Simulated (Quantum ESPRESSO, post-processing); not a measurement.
# MoSi2N4, 1 layer, rectangular cell, stepped through strain along the second axis, part 2 of 2

What law, if any, do the results for MoSi2N4, 1 layer, rectangular cell follow against strain along the second axis?

Quantum ESPRESSO 7.5; plane-wave DFT, PBE, GBRV ultrasoft pseudopotentials.

So far. Step 6 (Bands along a path, -4 %): Along this path the valence top lies at Γ and the conduction bottom between Γ and X. Step 7 (Relaxing the ions, -3 %): The relaxation lowers the energy by 3 meV an atom.

**9. Relaxation with pw.x, 3 %**

m7.relax.in

```
&control
  prefix = 'm7.relax'
  outdir = './out'
  pseudo_dir = './pseudo'
  nstep = 40
  forc_conv_thr = 0.0003
  calculation = 'relax'
  tstress = .true.
/
&system
  ibrav = 0
  nat = 14
  ntyp = 3
  ecutwfc = 50
  ecutrho = 250
  occupations = 'smearing'
  smearing = 'fd'
  degauss = 0.002
/
&electrons
  conv_thr = 1e-09
  mixing_beta = 0.4
  electron_maxstep = 120
  mixing_mode = 'plain'
/
&ions
/
ATOMIC_SPECIES
  N   14.0070  n_pbe_v1.2.uspp.F.UPF
  Si  28.0850  si_pbe_v1.uspp.F.UPF
  Mo  95.9500  mo_pbe_v1.uspp.F.UPF
CELL_PARAMETERS angstrom
  2.90109390800000 0.00000000000000 0.00000000000000
  0.00000000000000 5.17557947732000 0.00000000000000
  0.00000000000000 0.00000000000000 21.86179061700000
ATOMIC_POSITIONS crystal
  N   0.000000000000 -0.000002212400 0.338239788300
  N   0.500000000000 0.499997962500 0.338239262400
  Si  0.999999999900 0.333331360600 0.362097995900
  Si  0.500000000000 0.833330834200 0.362098062100
  N   0.999999999900 0.333336472600 0.442564743100
  N   0.500000000000 0.833335723000 0.442564790800
  Mo  0.000000000000 0.000003470700 0.500000000000
  Mo  0.500000000000 0.500002915500 0.500000000000
  N   0.999999999900 0.333336472600 0.557435256900
  N   0.500000000000 0.833335723000 0.557435209200
  Si  0.999999999900 0.333331360600 0.637902004100
  Si  0.500000000000 0.833330834200 0.637901937900
  N   0.000000000000 -0.000002212400 0.661760211700
  N   0.500000000000 0.499997962500 0.661760737600
K_POINTS automatic
  12 8 1 0 0 0
```

Launch:

```sh
> OMP_NUM_THREADS=1 mpirun -n 4 pw.x -nk 4 -in m7.relax.in > m7.relax.out
```

Run time: 35 min. Hardware: 4 MPI ranks of Arm Neoverse V1, shared host; peak memory 1.5 GiB.

Step by step:

```
step  energy less that of the first step (eV)  largest force (eV/Å)
   1                                   0.0000                0.3631
   2                                  -0.0142                0.1345
   3                                  -0.0170                0.0928
   4                                  -0.0202                0.0936
   5                                  -0.0231                0.0893
   6                                  -0.0245                0.0459
   7                                  -0.0247                0.0168
   8                                  -0.0248                0.0137
   9                                  -0.0249                0.0183
  10                                  -0.0249                0.0181
  11                                  -0.0250                0.0093
  12                                  -0.0250                0.0026
```

The atoms that moved most (Å):

```
atom     dx      dy      dz  length
 N14  0.000   0.018  -0.025   0.031
  N2  0.000   0.018   0.025   0.031
  N1  0.000   0.018   0.025   0.031
 N13  0.000   0.018  -0.025   0.031
  N5  0.000  -0.017   0.011   0.020
  N9  0.000  -0.017  -0.011   0.020
 N10  0.000  -0.017  -0.011   0.020
  N6  0.000  -0.017   0.011   0.020
```

The relaxation lowers the energy by 2 meV an atom.

Numbers from this step:

| Property | Result |
| --- | --- |
| free energy | -6518.7417 eV |
| Fermi energy | 3.124 eV |

**10. SCF with pw.x, 3 %**

m7.scf.in

```
&control
  prefix = 'm7.scf'
  outdir = './out'
  pseudo_dir = './pseudo'
  calculation = 'scf'
  tprnfor = .true.
/
&system
  ibrav = 0
  nat = 14
  ntyp = 3
  ecutwfc = 40
  ecutrho = 200
  occupations = 'smearing'
  smearing = 'fd'
  degauss = 0.002
  nbnd = 46
/
&electrons
  conv_thr = 1e-09
  mixing_beta = 0.4
  electron_maxstep = 120
  mixing_mode = 'plain'
/
ATOMIC_SPECIES
  N   14.0070  n_pbe_v1.2.uspp.F.UPF
  Si  28.0850  si_pbe_v1.uspp.F.UPF
  Mo  95.9500  mo_pbe_v1.uspp.F.UPF
CELL_PARAMETERS angstrom
  2.90109390800000 0.00000000000000 0.00000000000000
  0.00000000000000 5.17557947732000 0.00000000000000
  0.00000000000000 0.00000000000000 21.86179061700000
ATOMIC_POSITIONS crystal
  N   0.000000000000 0.003517175100 0.339370337600
  N   0.500000000000 0.503516881500 0.339370066800
  Si  0.999999999900 0.334266258200 0.362490183300
  Si  0.500000000000 0.834266185500 0.362490400300
  N   0.999999999900 0.330085068600 0.443077952700
  N   0.500000000000 0.830084978100 0.443078154200
  Mo  0.000000000000 -0.002402993900 0.500000000000
  Mo  0.500000000000 0.497596567100 0.500000000000
  N   0.999999999900 0.330085068600 0.556922047300
  N   0.500000000000 0.830084978100 0.556921845800
  Si  0.999999999900 0.334266258200 0.637509816700
  Si  0.500000000000 0.834266185500 0.637509599700
  N   0.000000000000 0.003517175100 0.660629662400
  N   0.500000000000 0.503516881500 0.660629933200
K_POINTS automatic
  12 8 1 0 0 0
```

Launch:

```sh
> OMP_NUM_THREADS=1 mpirun -n 4 pw.x -nk 4 -in m7.scf.in > m7.scf.out
```

Wall time 2.7 min (4 MPI ranks); peak memory 1.1 GiB; 11 min of CPU time.

Read from the output:

- free energy: -6518.6987 eV
- Fermi energy: 2.979 eV
- valence top, on the run's zero: 2.261 eV
- conduction bottom, on the run's zero: 3.956 eV
- gap by band count: 1.695 eV

**11. Relaxing the ions, 4 %**

m8.relax.in

```
&control
  prefix = 'm8.relax'
  outdir = './out'
  pseudo_dir = './pseudo'
  nstep = 40
  forc_conv_thr = 0.0003
  calculation = 'relax'
  tstress = .true.
/
&system
  ibrav = 0
  nat = 14
  ntyp = 3
  ecutwfc = 50
  ecutrho = 250
  occupations = 'smearing'
  smearing = 'fd'
  degauss = 0.002
/
&electrons
  conv_thr = 1e-09
  mixing_beta = 0.4
  electron_maxstep = 120
  mixing_mode = 'plain'
/
&ions
/
ATOMIC_SPECIES
  N   14.0070  n_pbe_v1.2.uspp.F.UPF
  Si  28.0850  si_pbe_v1.uspp.F.UPF
  Mo  95.9500  mo_pbe_v1.uspp.F.UPF
CELL_PARAMETERS angstrom
  2.90109390800000 0.00000000000000 0.00000000000000
  0.00000000000000 5.22582782176000 0.00000000000000
  0.00000000000000 0.00000000000000 21.86179061700000
ATOMIC_POSITIONS crystal
  N   0.000000000000 -0.000002212400 0.338239788300
  N   0.500000000000 0.499997962500 0.338239262400
  Si  0.999999999900 0.333331360600 0.362097995900
  Si  0.500000000000 0.833330834200 0.362098062100
  N   0.999999999900 0.333336472600 0.442564743100
  N   0.500000000000 0.833335723000 0.442564790800
  Mo  0.000000000000 0.000003470700 0.500000000000
  Mo  0.500000000000 0.500002915500 0.500000000000
  N   0.999999999900 0.333336472600 0.557435256900
  N   0.500000000000 0.833335723000 0.557435209200
  Si  0.999999999900 0.333331360600 0.637902004100
  Si  0.500000000000 0.833330834200 0.637901937900
  N   0.000000000000 -0.000002212400 0.661760211700
  N   0.500000000000 0.499997962500 0.661760737600
K_POINTS automatic
  12 8 1 0 0 0
```

Launch:

```sh
> OMP_NUM_THREADS=1 mpirun -n 4 pw.x -nk 4 -in m8.relax.in > m8.relax.out
```

Run time: 33 min. Hardware: 4 MPI ranks; peak memory 1.5 GiB; 2.2 h of CPU time.

Step by step:

```
step  energy less that of the first step (eV)  largest force (eV/Å)
   1                                   0.0000                0.4425
   2                                  -0.0222                0.1834
   3                                  -0.0271                0.1240
   4                                  -0.0310                0.1207
   5                                  -0.0357                0.1114
   6                                  -0.0396                0.0739
   7                                  -0.0404                0.0342
   8                                  -0.0406                0.0177
   9                                  -0.0407                0.0173
  10                                  -0.0407                0.0191
  11                                  -0.0408                0.0166
  12                                  -0.0409                0.0072
```

The atoms that moved most (Å):

```
atom     dx      dy      dz  length
  N1  0.000   0.023   0.032   0.040
 N13  0.000   0.023  -0.032   0.040
 N14  0.000   0.023  -0.032   0.040
  N2  0.000   0.023   0.032   0.040
  N5  0.000  -0.022   0.015   0.026
  N9  0.000  -0.022  -0.015   0.026
 N10  0.000  -0.022  -0.015   0.026
  N6  0.000  -0.022   0.015   0.026
```

The relaxation lowers the energy by 3 meV an atom.

Numbers from this step:

* free energy: -6518.5845 eV
* Fermi energy: 2.989 eV

**12. SCF with pw.x, 4 %**

m8.scf.in

```
&control
  prefix = 'm8.scf'
  outdir = './out'
  pseudo_dir = './pseudo'
  calculation = 'scf'
  tprnfor = .true.
/
&system
  ibrav = 0
  nat = 14
  ntyp = 3
  ecutwfc = 40
  ecutrho = 200
  occupations = 'smearing'
  smearing = 'fd'
  degauss = 0.002
  nbnd = 46
/
&electrons
  conv_thr = 1e-09
  mixing_beta = 0.4
  electron_maxstep = 120
  mixing_mode = 'plain'
/
ATOMIC_SPECIES
  N   14.0070  n_pbe_v1.2.uspp.F.UPF
  Si  28.0850  si_pbe_v1.uspp.F.UPF
  Mo  95.9500  mo_pbe_v1.uspp.F.UPF
CELL_PARAMETERS angstrom
  2.90109390800000 0.00000000000000 0.00000000000000
  0.00000000000000 5.22582782176000 0.00000000000000
  0.00000000000000 0.00000000000000 21.86179061700000
ATOMIC_POSITIONS crystal
  N   0.000000000000 0.004484859800 0.339723543000
  N   0.500000000000 0.504485283500 0.339722760400
  Si  0.999999999900 0.334643051800 0.362616687800
  Si  0.500000000000 0.834642711400 0.362617082400
  N   0.999999999900 0.329145310100 0.443244872700
  N   0.500000000000 0.829145013200 0.443245070900
  Mo  0.000000000000 -0.003211997600 0.500000000000
  Mo  0.500000000000 0.496786205100 0.500000000000
  N   0.999999999900 0.329145310100 0.556755127300
  N   0.500000000000 0.829145013200 0.556754929100
  Si  0.999999999900 0.334643051800 0.637383312200
  Si  0.500000000000 0.834642711400 0.637382917600
  N   0.000000000000 0.004484859800 0.660276457000
  N   0.500000000000 0.504485283500 0.660277239600
K_POINTS automatic
  12 8 1 0 0 0
```

Launch:

```sh
> OMP_NUM_THREADS=1 mpirun -n 4 pw.x -nk 4 -in m8.scf.in > m8.scf.out
```

Elapsed: 2.6 min, on 4 MPI ranks; peak memory 0.9 GiB.

Numbers from this step:

- free energy: -6518.5415 eV
- Fermi energy: 2.906 eV
- valence top, on the run's zero: 2.216 eV
- conduction bottom, on the run's zero: 3.830 eV
- gap by band count: 1.614 eV

**13. The series side by side**

The series in one table, energies over the lowest:

```
strain along the second axis  energy (eV)  gap along the path (eV)  upper vacuum level over the valence top of the mesh (eV)  lower vacuum level over that top (eV)
                        -4 %       0.4234                    2.468                                                     5.782                                  5.782
                        -3 %       0.2363                    2.337                                                     5.704                                  5.704
                        -2 %       0.1049                    2.213                                                     5.634                                  5.634
                        -1 %       0.0267                    2.096                                                     5.572                                  5.572
                         0 %       0.0000                    1.984                                                     5.515                                  5.515
                         1 %       0.0225                    1.879                                                     5.465                                  5.465
                         2 %       0.0920                     1.78                                                     5.424                                  5.424
                         3 %       0.2064                    1.695                                                     5.396                                  5.396
                         4 %       0.3636                    1.614                                                     5.374                                  5.374
```

**14. A check by hand**

A parabola through the energies within ±2 % has E = 246.10 eV × ε² -0.298 eV × ε; for the curvature, over A = 14.578 Å² this is 246.10 × 2/14.578 × 16.02 = 541 N/m.

**15. Outcome**

```json
{
  "in-plane stiffness along the strain": "541 N/m",
  "gap along the path, at -4 % and at 4 %": "2.47, 1.61 eV",
  "upper vacuum level over the valence top of the mesh, at -4 % and at 4 %": "5.78, 5.37 eV",
  "lower vacuum level over that top, at -4 % and at 4 %": "5.78, 5.37 eV"
}
```

What this shows: The series holds 9 members; in-plane stiffness along the strain: 541 N/m (PBE, GBRV ultrasoft). The energy is lowest near zero strain. From -4 % to 4 % the gap along the path falls from 2.47 to 1.61 eV. From -4 % to 4 % the upper vacuum level over the valence top of the mesh falls from 5.78 to 5.37 eV. From -4 % to 4 % the lower vacuum level over that top falls from 5.78 to 5.37 eV. Semilocal gaps are too small; the 1×1 cell can't ripple over many cells under compression as a free sheet would. No spin-orbit coupling.

[Logs are printed without paths, hosts, clocks, repeated set-up lines and the standing remarks that a program may print on its own settings, such as how far it seeks lower states.]

[Hosts, paths, dates, database ids (printed as entryN), source tags and the programs' standing remarks are cut or masked in the printed files.]

[Maps of the electrostatic potential energy from Ansatz leave out the sawtooth potential of an applied field or a dipole correction, so their vacuum need not be flat; planar profiles and work functions include it.]
